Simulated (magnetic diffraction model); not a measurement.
**Solving a magnetic structure from powder neutron data: NaCeTe6P2**

Space group P2_1 (no. 4), a = 6.6950 Å, b = 7.5400 Å, c = 10.1920 Å, β = 91.38°.

| site | atom | x | y | z |
| --- | --- | --- | --- | --- |
| 2a | Ce | 0.2831 | 0.0007 | 0.4972 |
| 2a | Te | 0.3531 | 0.6312 | 0.0102 |
| 2a | Te | 0.0931 | 0.9131 | 0.7572 |
| 2a | Te | 0.0946 | 0.9334 | 0.2284 |
| 2a | Te | 0.1295 | 0.6379 | 0.5238 |
| 2a | Te | 0.5663 | 0.8073 | 0.3290 |
| 2a | Te | 0.4288 | 0.3054 | 0.3278 |
| 2a | P | 0.3128 | 0.7323 | 0.2081 |
| 2a | P | 0.1862 | 0.5107 | 0.3239 |
| 2a | Na | 0.8109 | 0.7136 | 0.0083 |

This is a made-up structure (elements placed in a structure type, unrelaxed), so the numbers test the method and describe no known phase.

Only Ce is taken to order (form factors of Ce3+); orders and moment sizes are assumed, and not adapted to the symmetry. Radiation: neutrons of λ = 1.594 Å, 3° to 30°; isotropic B of 0.47 Å² (Ce), 0.35 Å² (Te), 0.62 Å² (P) and 0.62 Å² (Na). Simulated constant-wavelength pattern: nuclear and magnetic terms add, the magnetic one as |2.695 fm × Σ f S⊥ exp(2πi Q·r) exp(−B s²)|², summed over all Q at one angle with the factor 1/(sin²θ cos θ). For collinear order S is the moment m, which repeats by lattice and centring translations R with the sign exp(−2πi k·R). Free-ion form factors, Sears's scattering lengths of 1992, no absorption; a label names one of the reflections at its angle. The strongest nuclear line in the range is 100, and lines under 0.2 are left out.

Above the ordering temperature:

```
2θ (°)     index      I
  8.97   (0 0 1)   94.0
 15.11   (0 1 1)   58.9
 16.20  (1 0 -1)   42.0
 16.56   (1 0 1)   54.2
 18.00   (0 0 2)   16.8
 18.32   (1 1 0)   50.9
 20.29  (1 1 -1)    9.8
 20.58   (1 1 1)    8.6
 21.77   (0 1 2)   23.6
 22.41  (1 0 -2)    1.5
 22.94   (1 0 2)    2.7
 24.41   (0 2 0)    2.4
 25.56  (1 1 -2)    9.1
 26.03   (1 1 2)    1.3
 26.05   (0 2 1)   31.6
 27.14   (0 0 3)   20.2
 27.56   (2 0 0)    4.0
 28.08   (1 2 0)  100.0
 28.82  (2 0 -1)    3.1
 29.43  (1 2 -1)   39.1
 29.64   (1 2 1)   69.5
 29.83   (0 1 3)    6.6
```

Below it (cell unchanged):

| 2θ (°) | I |
| --- | --- |
| 8.97 | 100.4 |
| 13.68 | 0.3 |
| 15.11 | 58.9 |
| 16.20 | 42.3 |
| 16.56 | 54.2 |
| 18.00 | 18.3 |
| 18.32 | 59.0 |
| 20.29 | 17.6 |
| 20.58 | 12.0 |
| 21.77 | 23.6 |
| 22.41 | 1.7 |
| 22.94 | 2.7 |
| 24.41 | 5.2 |
| 25.56 | 13.3 |
| 26.03 | 2.3 |
| 26.05 | 35.9 |
| 27.14 | 20.8 |
| 27.56 | 5.2 |
| 28.08 | 100.2 |
| 28.82 | 4.5 |
| 29.25 | 0.6 |
| 29.43 | 39.3 |
| 29.64 | 69.6 |
| 29.83 | 6.6 |

**Question.** Find the propagation vector, then choose among these models:
A. collinear moments along [100], 1.2 μB on Ce; signs + at (0.2831, 0.0007, 0.4972), − at (0.7169, 0.5007, 0.5028)
B. collinear moments along [101], 1.2 μB on Ce; signs + at (0.2831, 0.0007, 0.4972), + at (0.7169, 0.5007, 0.5028)
C. collinear moments along [100], 1.2 μB on Ce; signs + at (0.2831, 0.0007, 0.4972), + at (0.7169, 0.5007, 0.5028)
D. collinear moments along [101], 1.2 μB on Ce; signs + at (0.2831, 0.0007, 0.4972), − at (0.7169, 0.5007, 0.5028)

No line moves, and magnetic intensity falls on nuclear lines such as the one at 18.32°; new lines at (2 0 1) have whole indices that obey the lattice centring, at places with no nuclear intensity to speak of, so the magnetic cell equals the chemical primitive cell: k = 0.

Magnetic intensity, observed (below minus above) and for each model:

| 2θ (°) | index | observed | A | B | C | D |
| --- | --- | --- | --- | --- | --- | --- |
| 8.97 | (0 0 1) | 6.4 | <0.2 | 6.4 | 22.3 | <0.2 |
| 12.13 | (0 1 0) | <0.2 | 12.1 | <0.2 | <0.2 | 12.1 |
| 13.68 | (1 0 0) | 0.3 | <0.2 | 0.3 | <0.2 | 6.2 |
| 15.11 | (0 1 1) | <0.2 | 15.3 | <0.2 | <0.2 | 11.4 |
| 16.20 | (1 0 -1) | 0.3 | 1.8 | 0.3 | 0.1 | 6.3 |
| 18.32 | (1 1 0) | 8.1 | 0.2 | 8.1 | 4.3 | 0.4 |
| 20.29 | (1 1 -1) | 7.8 | 0.2 | 7.8 | 4.2 | 0.4 |
| 21.77 | (0 1 2) | <0.2 | 7.0 | <0.2 | <0.2 | 3.6 |

Model B matches.

The absence at (0 1 0) is telling: the sublattices cancel there.

The structure used: k = (0 0 0), collinear moments along [101], 1.2 μB on Ce; signs + at (0.2831, 0.0007, 0.4972), + at (0.7169, 0.5007, 0.5028).

[Logs are printed without paths, hosts, clocks, repeated set-up lines and the standing remarks that a program may print on its own settings, such as how far it seeks lower states.]
